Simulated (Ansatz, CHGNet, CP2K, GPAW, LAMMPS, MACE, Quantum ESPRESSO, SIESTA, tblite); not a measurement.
**CP2K runs on amorphous SiO1.9 (78 atoms)**

How do the settings of CP2K change the result for amorphous SiO1.9 (78 atoms)? A plane-wave run serves as the yardstick.

Program: CP2K 2026.2. Level of theory: the method is named at each step. Results are calculated unless marked as measured.

### 1. The starting structure

The cell holds 78 atoms: 27 Si and 51 O. Cell: a = 10.502 Å, b = 10.502 Å, c = 10.502 Å, α = 90.0°, β = 90.0°, γ = 90.0°. 78 atoms (27 Si, 51 O) placed at random at 2.26 g/cm³, melted at 5000 K for 10 ps at fixed volume with the Tersoff Si-O potential (Munetoh et al., Comput. Mater. Sci. 39, 334 (2007)). Quenched from 5000 K to 500 K at 20 K/ps and fixed volume, annealed at 2000 K for 50 ps, held 5 ps.

The yardstick, on the same geometry:

| Quantity | Value |
| --- | --- |
| method | Kohn-Sham DFT, PBE, SSSP efficiency 1.3.0 pseudopotentials, plane waves (Quantum ESPRESSO 7.5); sssp-pbe-1.3.0-efficiency, cutoffs 60/480 Ry, Γ point |
| r.m.s. force component | 1.368 eV/Å |
| longest force | 5.01 eV/Å |
| pressure | -1.028 GPa |
| time | 3.1 min on 4 MPI ranks of Arm Neoverse V1, shared host |
| CPU time | 12 min |

### 2. PBE, DZVP-UZH, 600/50 Ry, diagonalisation

Method: Kohn-Sham DFT, PBE, GTH-PBE pseudopotentials, Gaussian and plane waves, DZVP-MOLOPT (UZH set), diagonalisation.

File input.inp:

```
&GLOBAL
  PROJECT cell
  RUN_TYPE ENERGY_FORCE
  PRINT_LEVEL LOW
&END GLOBAL
&FORCE_EVAL
  METHOD QS
  STRESS_TENSOR ANALYTICAL
  &DFT
    BASIS_SET_FILE_NAME BASIS_MOLOPT_UZH
    POTENTIAL_FILE_NAME POTENTIAL_UZH
    &MGRID
      CUTOFF 600
      REL_CUTOFF 50
      NGRIDS 5
    &END MGRID
    &QS
      EPS_DEFAULT 1.0E-12
    &END QS
    &SCF
      SCF_GUESS ATOMIC
      EPS_SCF 5.0E-06
      MAX_SCF 200
      ADDED_MOS 14
      &DIAGONALIZATION
        ALGORITHM STANDARD
      &END DIAGONALIZATION
      &SMEAR ON
        METHOD FERMI_DIRAC
        ELECTRONIC_TEMPERATURE [K] 580
      &END SMEAR
      &MIXING
        METHOD BROYDEN_MIXING
        ALPHA 0.3
        NBROYDEN 12
      &END MIXING
      &PRINT
        &RESTART OFF
        &END RESTART
      &END PRINT
    &END SCF
    &XC
      &XC_FUNCTIONAL PBE
      &END XC_FUNCTIONAL
    &END XC
    &PRINT
      &MULLIKEN ON
      &END MULLIKEN
      &HIRSHFELD ON
        SHAPE_FUNCTION DENSITY
      &END HIRSHFELD
      &MO ON
        EIGENVALUES T
        OCCUPATION_NUMBERS T
        MO_INDEX_RANGE 196 219
        &EACH
          QS_SCF 0
        &END EACH
        ADD_LAST NUMERIC
      &END MO
    &END PRINT
  &END DFT
  &SUBSYS
    &CELL
      A 10.50180 0.00000 0.00000
      B 0.00000 10.50180 0.00000
      C 0.00000 0.00000 10.50180
    &END CELL
    &TOPOLOGY
      COORD_FILE_NAME structure.xyz
      COORD_FILE_FORMAT XYZ
    &END TOPOLOGY
    &KIND Si
      BASIS_SET DZVP-MOLOPT-PBE-GTH-q4
      POTENTIAL GTH-PBE-q4
    &END KIND
    &KIND O
      BASIS_SET DZVP-MOLOPT-PBE-GTH-q6
      POTENTIAL GTH-PBE-q6
    &END KIND
  &END SUBSYS
  &PRINT
    &FORCES ON
    &END FORCES
    &STRESS_TENSOR ON
    &END STRESS_TENSOR
  &END PRINT
&END FORCE_EVAL
```

File structure.xyz:

```xyz
78

Si 1.46490 7.10877 3.02116
Si 2.79516 7.75400 0.25446
Si 4.48154 3.50319 9.10433
Si 1.43098 1.28742 3.22374
Si 8.32971 0.05997 10.36748
Si 0.90547 10.46294 0.34771
Si 9.50024 8.35345 6.15679
Si 1.56109 5.09726 5.52941
Si 8.87633 7.58293 3.16640
Si 7.75852 5.81432 0.77934
Si 4.76488 0.63536 8.35292
Si 9.11934 5.52174 5.05693
Si 7.91311 7.92529 8.79095
Si 3.75649 3.23844 4.23244
Si 9.82548 3.61010 2.47118
Si 1.90933 1.96415 8.49144
Si 8.27941 0.93088 5.61237
Si 7.30348 10.27696 2.79768
Si 8.90826 3.15243 9.94037
Si 3.17690 6.16739 8.00048
Si 4.65597 8.57829 6.61697
Si 5.01829 9.83809 0.78165
Si 10.03888 3.30345 6.91838
Si 4.98468 4.59118 1.51478
Si 6.48570 5.98141 6.66182
Si 5.86273 2.80986 6.61844
Si 1.91910 9.30659 5.18285
O 9.11850 7.27260 4.83188
O 4.32433 4.24525 3.01832
O 7.23122 1.86554 6.54714
O 7.54470 9.31972 9.57029
O 4.88323 2.62156 5.27663
O 8.12188 6.90819 10.21678
O 0.57770 8.85207 6.11898
O 1.58640 0.55586 1.80536
O 5.62214 7.34328 6.09724
O 2.09448 8.29212 3.92400
O 8.50289 1.53515 9.68791
O 2.30735 6.99577 1.61507
O 4.20219 4.97838 8.39251
O 0.97121 2.53177 7.33824
O 7.96372 4.35919 0.03760
O 10.48678 7.68942 2.66147
O 8.36174 6.35873 2.22313
O 9.81855 10.01788 0.31789
O 5.16815 9.97104 7.26378
O 6.84875 6.78017 8.07126
O 9.38588 3.62270 8.36846
O 2.63228 6.70897 9.47903
O 3.44491 9.20913 5.68567
O 5.83816 4.48868 6.96553
O 1.31766 0.11762 4.36444
O 0.93897 1.14753 9.69726
O 9.40111 2.10803 5.90096
O 7.69803 5.28094 5.75730
O 0.31075 2.55110 3.25860
[... 18 atom lines left out ...]
O 7.64878 8.76165 3.20168
O 5.79983 10.30752 2.13460
O 1.79780 9.07461 10.33892
O 5.14494 2.23940 8.05719
```

Run with:

```
OMP_NUM_THREADS=1 mpirun -np 4 cp2k.psmp -i input.inp > output.txt
```

Numbers of over 12 decimals in the logs are rounded to 6 here.

The log of the run:

```text
CP2K| version string:                                       CP2K version 2026.2
 CP2K| Input file name                                                 input.inp
 GLOBAL| Basis set file name                                    BASIS_MOLOPT_UZH
 GLOBAL| Potential file name                                       POTENTIAL_UZH
 GLOBAL| Run type                                                   ENERGY_FORCE
 GLOBAL| Total number of message passing processes                             4
 GLOBAL| Number of threads for this process                                    1
 TOTAL NUMBERS AND MAXIMUM NUMBERS
  Total number of            - Atomic kinds:                                   2
                             - Atoms:                                         78
                             - Shell sets:                                    78
                             - Shells:                                       390
                             - Primitive Cartesian functions:                363
                             - Cartesian basis functions:                   1092
                             - Spherical basis functions:                   1014
  Maximum angular momentum of- Orbital basis functions:                        2
                             - Local part of the GTH pseudopotential:          2
                             - Non-local part of the GTH pseudopotential:      2
 SCF PARAMETERS         Density guess:                                    ATOMIC
                        max_scf:                                             200
                        eps_scf:                                        5.00E-06
                        added MOs                                        14    0
                        Mixing method:                            BROYDEN_MIXING
                                                charge density mixing in g-space
                        Smear method:                                FERMI_DIRAC
                        Electronic temperature [K]:                        580.0
                        Electronic temperature [a.u.]:                  1.84E-03
                        Accuracy threshold:                             1.00E-10
 Extrapolation method: initial_guess
 Number of electrons:                                                        414
 Number of occupied orbitals:                                                207
 Number of molecular orbitals:                                               221
 Number of orbital functions:                                               1014
 Number of independent orbital functions:                                   1014
 SCF WAVEFUNCTION OPTIMIZATION
  Step     Update method      Time    Convergence         Total energy    Change
     1 NoMix/Diag. 0.30E+00    3.3     0.99638395      -928.4734882764 -9.28E+02
     2 Broy./Diag. 0.30E+00    4.5     0.43712789      -848.1158051565  8.04E+01
     3 Broy./Diag. 0.30E+00    4.7     0.43401339      -914.3588337932 -6.62E+01
     4 Broy./Diag. 0.30E+00    4.5     0.57915946      -933.4860502082 -1.91E+01
[...]
17 Broy./Diag. 0.30E+00    4.3     0.00007118      -926.6415014878  3.27E-05
    18 Broy./Diag. 0.30E+00    4.3     0.00000441      -926.6415763942 -7.49E-05
  *** SCF run converged in    18 steps ***
  Electronic density on regular grids:       -414.0000000000        0.0000000000
  Core density on regular grids:              413.9999999997       -0.0000000003
  Total charge density on r-space grids:       -0.0000000003
  Total charge density g-space grids:          -0.0000000003
  Overlap energy of the core charge distribution:               5.32163e-07
  Self energy of the core charge distribution:              -2395.601779
  Core Hamiltonian energy:                                    676.418134
  Hartree energy:                                            1008.287482
  Exchange-correlation energy:                               -215.741077
  Electronic entropic energy:                                  -0.00433727
  Fermi energy:                                                 0.197455
  Total energy:                                              -926.641576
  Total energy (extrapolated to T->0):                       -926.639408
 MO| EIGENVALUES AND OCCUPATION NUMBERS
 MO|
 MO|  Index      Eigenvalue [a.u.]        Eigenvalue [eV]             Occupation
 MO|    196               0.024823               0.675476               2.000000
 MO|    197               0.026515               0.721515               2.000000
 MO|    198               0.030231               0.822622               2.000000
[...]
MO|    218               0.257225               6.999461               0.000000
 MO|    219               0.259027               7.048480               0.000000
 MO| Sum:                                                             414.000000
 MO| E(Fermi):            0.197455 a.u.          5.373018 eV
 !-----------------------------------------------------------------------------!
                     Mulliken Population Analysis
 #  Atom  Element  Kind  Atomic population                           Net charge
       1     Si       1          3.005887                              0.994113
       2     Si       1          3.002641                              0.997359
       3     Si       1          3.097363                              0.902637
[...]
77     O        2          6.620217                             -0.620217
      78     O        2          6.525956                             -0.525956
 # Total charge                            414.000000                  0.000000
 !-----------------------------------------------------------------------------!
 !-----------------------------------------------------------------------------!
                           Hirshfeld Charges
  #Atom  Element  Kind  Ref Charge     Population                    Net charge
      1       Si     1       4.000          3.484                         0.516
      2       Si     1       4.000          3.480                         0.520
      3       Si     1       4.000          3.503                         0.497
[...]
77       O      2       6.000          6.303                        -0.303
     78       O      2       6.000          6.168                        -0.168
  Total Charge                                                           -0.000
 !-----------------------------------------------------------------------------!
 ENERGY| Total FORCE_EVAL ( QS ) energy [hartree]           -926.641591
 FORCES| Atomic forces [hartree/bohr]
 FORCES|   Atom     x               y               z               |f|
 FORCES|      1  2.38131625E-02  1.59170641E-02 -9.46200462E-04   2.86585927E-02
 FORCES|      2 -7.07745881E-02 -2.14785683E-03 -3.93431063E-02   8.10033063E-02
 FORCES|      3 -2.24238055E-02  5.68980690E-02  4.31103950E-02   7.48246181E-02
[...]
FORCES|     77 -1.47990137E-02  1.86570867E-02  2.45266198E-02   3.41855637E-02
 FORCES|     78  2.78028493E-02  2.05002118E-02 -1.50549684E-02   3.76816824E-02
 FORCES| Sum    -9.54311070E-03 -2.16446416E-03  1.62530878E-02
 FORCES| Total atomic force                                       1.89715242E-02
 STRESS| Analytical stress tensor [bar]
 STRESS|                        x                   y                   z
 STRESS|      x        3.39038007788E+04   1.39264047495E+04  -1.62700165898E+04
 STRESS|      y        1.39264047495E+04  -2.52754355054E+04  -2.06863670095E+04
 STRESS|      z       -1.62700165898E+04  -2.06863670095E+04  -1.38594129264E+04
 STRESS| 1/3 Trace                                            -1.74368255097E+03
```

It took 94 s on 4 MPI ranks of Arm Neoverse V1, shared host; peak memory 4.4 GiB.

Banners, paths, timers and routine set-up lines are dropped from the logs unmarked, and long logs keep their key lines alone; longer cuts are marked.

Numbers from this run, and their distance from the reference:

| Item | Value |
| --- | --- |
| r.m.s. force component | 1.357 eV/Å |
| r.m.s. difference of force components | 86.68 meV/Å |
| longest difference of force vectors | 332 meV/Å |
| force difference over r.m.s. force | 6.334 % |
| slope of forces against the reference's | 0.9894 |
| correlation of force components | 0.998 |
| pressure | -0.1744 GPa |
| pressure difference | 0.8536 GPa |

Length of the force difference by element (eV/Å):

```tsv
element	atoms	mean	most
O	51	0.14	0.33
Si	27	0.13	0.27
```

A closer look about O78, whose charge lies farthest from its element's mean: 13 atoms, nearest first, numbered in the order of the input, with positions taken from that point.

```tsv
atom	x	y	z	distance (Å)	bonds	Hirshfeld charge (e)	Fx	Fy	Fz (eV/Å)
O78	0.00	0.00	0.00	0.00	3	-0.17	1.43	1.05	-0.77
Si11	-0.38	-1.60	0.30	1.67	4	0.53	-3.12	-3.02	0.36
Si26	0.72	0.57	-1.44	1.71	4	0.55	0.83	1.14	-2.65
Si3	-0.66	1.26	1.05	1.77	4	0.50	-1.15	2.93	2.22
O71	-2.05	-1.39	0.18	2.49	2	-0.30	0.86	-1.90	-1.25
O69	-2.19	0.75	1.03	2.53	2	-0.29	-1.16	1.69	1.23
O51	0.69	2.25	-1.09	2.59	2	-0.27	0.90	-2.27	-1.11
O30	2.09	-0.37	-1.51	2.60	2	-0.28	-2.81	0.07	0.25
O62	0.10	-2.07	1.81	2.75	2	-0.27	0.16	1.05	-1.01
O32	-0.26	0.38	-2.78	2.82	2	-0.28	0.87	-0.13	0.77
O46	0.02	-2.77	-0.79	2.88	2	-0.28	1.60	0.68	0.49
O40	-0.94	2.74	0.34	2.92	2	-0.28	-0.69	-0.03	0.42
O67	-0.20	1.38	2.64	2.98	2	-0.28	0.07	-1.39	-1.61
```

Forces lie 6.3 % from the reference's, at 0.50 times its CPU time.

The forces add up to 0.98 eV/Å instead of zero, usually a sign of too coarse a grid.

### 3. PBE, DZVP-MOLOPT-SR, 600/50 Ry, diagonalisation

Method: Kohn-Sham DFT, PBE, GTH-PBE pseudopotentials, Gaussian and plane waves, DZVP-MOLOPT-SR-GTH, diagonalisation.

Edit input.inp of step 2 so:

```diff
@@ -9,4 +9,4 @@
   &DFT
-    BASIS_SET_FILE_NAME BASIS_MOLOPT_UZH
-    POTENTIAL_FILE_NAME POTENTIAL_UZH
+    BASIS_SET_FILE_NAME BASIS_MOLOPT
+    POTENTIAL_FILE_NAME GTH_POTENTIALS
     &MGRID
@@ -68,8 +68,31 @@
     &END CELL
-    &TOPOLOGY
-      COORD_FILE_NAME structure.xyz
-      COORD_FILE_FORMAT XYZ
-    &END TOPOLOGY
+    &COORD
+      Si 1.46490 7.10877 3.02116
+      Si 2.79516 7.75400 0.25446
+      Si 4.48154 3.50319 9.10433
+      Si 1.43098 1.28742 3.22374
+      Si 8.32971 0.05997 10.36748
+      Si 0.90547 10.46294 0.34771
+      Si 9.50024 8.35345 6.15679
+      Si 1.56109 5.09726 5.52941
+      Si 8.87633 7.58293 3.16640
+      Si 7.75852 5.81432 0.77934
+      Si 4.76488 0.63536 8.35292
+      Si 9.11934 5.52174 5.05693
+      Si 7.91311 7.92529 8.79095
+      Si 3.75649 3.23844 4.23244
+      Si 9.82548 3.61010 2.47118
+      Si 1.90933 1.96415 8.49144
+      Si 8.27941 0.93088 5.61237
+      Si 7.30348 10.27696 2.79768
+      Si 8.90826 3.15243 9.94037
+      Si 3.17690 6.16739 8.00048
+[... 54 atom lines left out ...]
+      O 7.64878 8.76165 3.20168
+      O 5.79983 10.30752 2.13460
+      O 1.79780 9.07461 10.33892
+      O 5.14494 2.23940 8.05719
+    &END COORD
     &KIND Si
-      BASIS_SET DZVP-MOLOPT-PBE-GTH-q4
+      BASIS_SET DZVP-MOLOPT-SR-GTH-q4
       POTENTIAL GTH-PBE-q4
@@ -77,3 +100,3 @@
     &KIND O
-      BASIS_SET DZVP-MOLOPT-PBE-GTH-q6
+      BASIS_SET DZVP-MOLOPT-SR-GTH-q6
       POTENTIAL GTH-PBE-q6
```

The log of the run:

```text
CP2K| version string:                                       CP2K version 2026.2
 CP2K| Input file name                                                 input.inp
 GLOBAL| Basis set file name                                        BASIS_MOLOPT
 GLOBAL| Potential file name                                      GTH_POTENTIALS
 GLOBAL| Run type                                                   ENERGY_FORCE
 GLOBAL| Total number of message passing processes                             4
 GLOBAL| Number of threads for this process                                    1
[... lines left out ...]
                        Smear method:                                FERMI_DIRAC
[... lines left out ...]
 Number of electrons:                                                        414
[... lines left out ...]
  Step     Update method      Time    Convergence         Total energy    Change
[... lines left out ...]
  *** SCF run converged in    18 steps ***
[... lines left out ...]
  Fermi energy:                                                 0.197220
  Total energy:                                              -926.594752
  Total energy (extrapolated to T->0):                       -926.592492
[... lines left out ...]
 MO| E(Fermi):            0.197220 a.u.          5.366616 eV
[... lines left out ...]
     78       O      2       6.000          6.174                        -0.174
  Total Charge                                                           -0.000
 !-----------------------------------------------------------------------------!
 ENERGY| Total FORCE_EVAL ( QS ) energy [hartree]           -926.594779
 FORCES| Atomic forces [hartree/bohr]
 FORCES|   Atom     x               y               z               |f|
 FORCES|      1  2.25488950E-02  1.45481692E-02 -2.02301634E-04   2.68354769E-02
 FORCES|      2 -6.90733467E-02 -2.27864689E-03 -3.96250190E-02   7.96646822E-02
 FORCES|      3 -1.87368245E-02  5.71341320E-02  4.31856975E-02   7.40296029E-02
[...]
FORCES|     77 -1.53385041E-02  1.87380449E-02  2.34216280E-02   3.36891183E-02
 FORCES|     78  2.78366352E-02  1.98643340E-02 -1.52018614E-02   3.74241448E-02
 FORCES| Sum    -9.45336470E-03 -2.02022872E-03  1.58802022E-02
 FORCES| Total atomic force                                       1.85910798E-02
 STRESS| Analytical stress tensor [bar]
 STRESS|                        x                   y                   z
 STRESS|      x        3.54999786987E+04   1.42228092670E+04  -1.63675285616E+04
 STRESS|      y        1.42228092670E+04  -2.25700083592E+04  -1.98810334530E+04
 STRESS|      z       -1.63675285616E+04  -1.98810334530E+04  -8.98230762559E+03
 STRESS| 1/3 Trace                                             1.31588757130E+03
```

Run time: 67 s. Hardware: 4 MPI ranks; peak memory 4.4 GiB; 4.5 min of CPU time.

Numbers from this run, and their distance from the reference:

* r.m.s. force component: 1.348 eV/Å
* r.m.s. difference of force components: 122.2 meV/Å
* longest difference of force vectors: 490.3 meV/Å
* force difference over r.m.s. force: 8.927 %
* slope of forces against the reference's: 0.9812
* correlation of force components: 0.9961
* pressure: 0.1316 GPa
* pressure difference: 1.16 GPa

Against the first run (6.3 %), the force difference from the reference is 8.9 %, at 0.72 times the CPU time, with 1014 basis functions against 1014; this set comes with other potentials too, so the change isn't the basis's alone.

The forces add up to 0.96 eV/Å instead of zero, usually a sign of too coarse a grid.

[end of part 1 of 2]

[Also dropped from logs without a mark: logging warnings of Python, and SIESTA's first energy breakdown and zero terms.]

[Logs are printed without paths, hosts, clocks, repeated set-up lines and the standing remarks that a program may print on its own settings, such as how far it seeks lower states.]

[Hosts, paths, dates, database ids (printed as entryN), source tags and the programs' standing remarks are cut or masked in the printed files.]
